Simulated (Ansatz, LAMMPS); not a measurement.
# Relaxing glassy 57SiO2-43MgO (mol %) (59 atoms), part 3 of 3

Wanted: the relaxed structure of glassy 57SiO2-43MgO (mol %) (59 atoms) and its electronic structure.

Ansatz 0.2.0; Kohn-Sham DFT, PBE, PAW (set soft_2), plane waves.

The cell: 13 Si, 10 Mg and 36 O. The quench rate of 5 K/ps far exceeds what a furnace or splat quench reaches. The network of bonds at the start is that of the classical potential that made the cell. The Brillouin zone is sampled at Γ only, in a cell whose shortest periodic width is 9 Å.

So far, density (g/cm³): step 5 (distances and neighbours after relaxation) 2.64.

## (6) Single point at the relaxed geometry (continued)

Valence density in the bc plane at fractional x = 0.411, with atoms of Si and Mg and O within 0.2 Å of it. It is the smooth field of the valence electrons, not physical close to the nuclei.

Values in e/Å³, 13 rows by 16 columns, each cell a mean:
```
 0  0  1  1  0  0  0  0  0  0  0  0  0  0  0  0
 0  0  1  1  0  0  0  0  0  0  0  0  0  0  0  0
 0  0  0  0  1  1  0  0  1  1  1  0  0  0  0  0
 0  0  0  1  1  1  0  0  2  5  2  0  0  0  0  0
 0  1  0  0  0  0  0  0  1  1  1  0  1  1  0  0
 0  0  0  0  0  0  1  1  0  0  0  0  3  4  1  0
 0  0  0  0  0  1  5  3  0  0  0  0  1  2  0  0
 0  0  0  0  0  1  2  1  0  0  0  0  1  0  0  0
 0  0  0  1  0  0  0  0  0  0  0  5 15  2  0  0
 0  0  3  5  1  0  0  0  1  2  1  1  4  1  1  1
 1  0  2  3  1  0  0  0  3  6  2  0  0  1  5  4
 0  0  0  0  1 13  9  0  1  1  0  0  0  0  2  1
 0  0  0  0  0  5  4  0  0  0  0  0  0  0  0  0
```
Columns run along b (9.1 Å), rows up along c (9.1 Å). Atoms in or near the plane, at fractional coordinates: Si at (0.74, 0.72), Mg at (0.36, 0.08), Mg at (0.76, 0.32), O at (0.41, 0.47), O at (0.58, 0.19), O at (0.20, 0.23), O at (0.92, 0.17).

Mean Löwdin charges: Mg +1.63, O -0.95, Si +1.67 e (they miss 1.1 % of the electrons, so they add up to more than the cell's charge).

The surroundings of O27, which has 4 bonded neighbours where the commonest count for O is 3, nearest first, numbered as they follow in the input and with coordinates relative to it.

```
atom      x      y      z  distance (Å)  bonds  Löwdin charge (e)
 O27   0.00   0.00   0.00          0.00      4              -1.10
 Si8   1.28   1.06   0.23          1.67      4               1.58
Mg16   0.09  -1.00   1.79          2.05      5               1.64
Mg22  -1.26   1.55   0.81          2.16      5               1.62
Mg23  -0.59   0.05  -2.09          2.18      5               1.64
 O57   1.81   0.33   1.66          2.48      3              -0.87
 O37   0.56   2.46   0.55          2.58      3              -1.05
 O24   2.26   1.12  -1.04          2.73      3              -1.05
 O46  -2.05   1.50  -1.01          2.74      4              -1.11
 O49  -2.13  -1.04  -1.56          2.84      3              -1.07
```

The column of bonds counts only the pairs O-Si within 2.08 Å, O-Mg within 2.58 Å; other neighbours, such as metal atoms beside each other in a compound, aren't counted, and periodic images can show an atom twice.

## (7) A repeat

The input is that of the reference in all keys that bear on the result, so the run is a repeat.

Contents of input.yaml:

```yaml
crystal:
  lattice:
    - [9.06817, 0.0, 0.0]
    - [0.0, 9.06817, 0.0]
    - [0.0, 0.0, 9.06817]
  atoms:
    [... the 59 atom lines of step 3 ...]
kpoints:
  mp_grid: { grid: [1, 1, 1], shift: [0.0, 0.0, 0.0] }
hamiltonian:
  xc: pbe
scf:
  occupations: { method: fermi_dirac, width: 0.025 }
output:
  forces: true
  stress: true
  populations: true
  dos:
    method: { smearing: { sigma: 0.08 } }
    de: 0.1
    projected: { site_lists: { Mg: [Mg], O: [O], Si: [Si] } }
  eigenvalues: true
```

On the command line:

```sh
$ ansatz run input.yaml --threads 4 --pin off --max-ram 8192MiB --backend cpu --events-out ev --progress --plain --runs-dir out
```

Numbers of over 12 decimals in the logs are rounded to 6 here.

The program printed:

```text
[...]
Crystal: 59 atoms, lattice volume = 745.691 Å³
Basis set: ecut = 420 eV, 14531 PW (Γ), exchange–correlation on 128×128×128 points (8 copies of the dense FFT grid, shifted against one another)
Bands: 243, of which v1, the nominal top of the filled ones, is band 184 counted from 1 (183 counted from 0)
Symmetry: 1 space group operations
[...]
k-points: 1
[...]
SCF iter   1: F=—  HF=-47994.588952 eV  |F-HF|=—  |Δ(HF+E_count)|=         —  Δρ=2.17e-3  dr2=4.24e-2  ethr=1.77e-3  ⟨swp⟩=6.0  Hψ=1080  notcnv=0  defer=22
[...]
SCF iter   9: F=-47994.590272 eV  HF=-47994.590272 eV  |F-HF|=4.42e-9  |Δ(HF+E_count)|=   3.91e-8  Δρ=1.92e-6  dr2=2.51e-8  ethr=2.72e-11  ⟨swp⟩=13.0  Hψ=1288  notcnv=0
SCF 1 converged in 9 iterations: F = -47994.590272 eV  dr2 = 2.51e-8
[...]
SCF converged after 9 iterations
Free energy (F): -47994.590272 eV
[...]
Internal energy: -47994.590272 eV  (E = F + TS)
E sigma→0 (E₀):  -47994.590272 eV
Fermi energy:    5.945463 eV
[...]
--- Forces (eV/Å), atoms counted from 1 ---
  atom   1  Si     1.05403968    -2.02327834     4.14180809
  atom   2  Si     0.74831784     1.91483263    -0.32128563
  atom   3  Si    -0.07013122     0.41572026     0.90655496
  atom   4  Si     3.18953729     0.67856899     2.53158575
  atom   5  Si     0.38230779     2.49606234     0.64003787
  atom   6  Si    -2.68150787    -0.52343572    -1.18496728
  atom   7  Si    -0.94443197    -2.42419866    -2.68285278
  atom   8  Si    -2.40409573    -0.70841279     2.53535911
  atom   9  Si    -2.97441965    -1.81118752    -1.67892807
  atom  10  Si    -0.55133565    -2.01550562     1.54540966
  atom  11  Si    -1.15479364     0.18263734    -1.25630549
  atom  12  Si    -2.48328864    -1.69979978    -0.48053899
  atom  13  Si     0.18508395    -1.08054250    -3.35000746
  atom  14  Mg    -0.08909993    -0.18836357    -0.03849869
[...]
atom  58  O     -1.28075749     0.26192870     0.24228548
  atom  59  O     -0.35216069    -0.70971939     0.06607659
  max |Σ_I F_I| component: 1.53e-4 eV/Å
--- Stress (GPa, compression-positive) ---
        6.588502       0.637035      -1.491564
        0.637036       6.985977       0.738129
       -1.491566       0.738126       2.484028
  P = ⅓ Tr σ = 5.3528 GPa (53.528 kbar)
--- Band table (eV) ---
[...]
--- Löwdin populations: 59 sites ---
  site symbol       q [e]
     0     Si      2.4051
     1     Si      2.3583
     2     Si      2.3430
[...]
58      O      7.0997
  spilling = 0.011088 (of n_electrons = 368.000000)
```

Wall time 3.1 s (4 threads of Intel Xeon 6975P-C (Granite Rapids), shared host); peak memory 0.91 GiB; 10 s of CPU time.

Geometry and reference: those of the single point at the start.

Forces differ from those of the single point at the start by 0 meV/Å r.m.s., 0 % of their size.

## (8) Outcome

| Quantity | Value |
| --- | --- |
| energy change in the relaxation | -83.12 meV/atom |
| r.m.s. displacement | 0.192 Å |
| largest displacement | 0.42 Å |
| free energy per atom | -813.5507 eV/atom |
| pressure | -0.01223 GPa |
| r.m.s. force component | 0.00637 eV/Å |
| gap (highest filled to lowest empty level) | 3.797 eV |
| wall time of the 4 DFT runs | 22 s |

Relaxation lowers the energy by 83.1 meV/atom and moves atoms by 0.19 Å r.m.s.; the r.m.s. force component goes from 1.4 to 0.0064 eV/Å, the pressure goes from 5.4 to -0.012 GPa, and the gap from 3.70 to 3.80 eV. By the final cutoffs 0 of 99 bonded pairs parted and 2 joined. First to last step the energy falls by 4.904 eV; the largest move, 0.42 Å, is that of O56. The O-Mg bonds go from 2.122 Å (spread 0.128) to 2.093 Å (spread 0.112), and their number from 47 to 49. With the cutoffs above, 90 % of Mg atoms have 5, 53 % of O atoms have 3 and all Si atoms have 4 bonded neighbours. 44 % of the oxygens bridge two formers (Si) and 56 % are non-bridging. The highest filled and lowest empty levels differ by 3.80 eV (at Γ alone); a semilocal functional tends to put such gaps too low. In a disordered cell it changes from sample to sample, and tail or defect levels can set it.

**Limits.** The network of bonds at the start is that of the classical potential that made the cell; in DFT 0 of its 99 bonded pairs passed out of the cutoffs and 2 came within them. The stress is far from hydrostatic: its diagonal is 1.7, 0.6, -2.4 GPa, compression counted positive.

[Logs are printed without paths, hosts, clocks, repeated set-up lines and the standing remarks that a program may print on its own settings, such as how far it seeks lower states.]

[Hosts, paths, dates, database ids (printed as entryN), source tags and the programs' standing remarks are cut or masked in the printed files.]
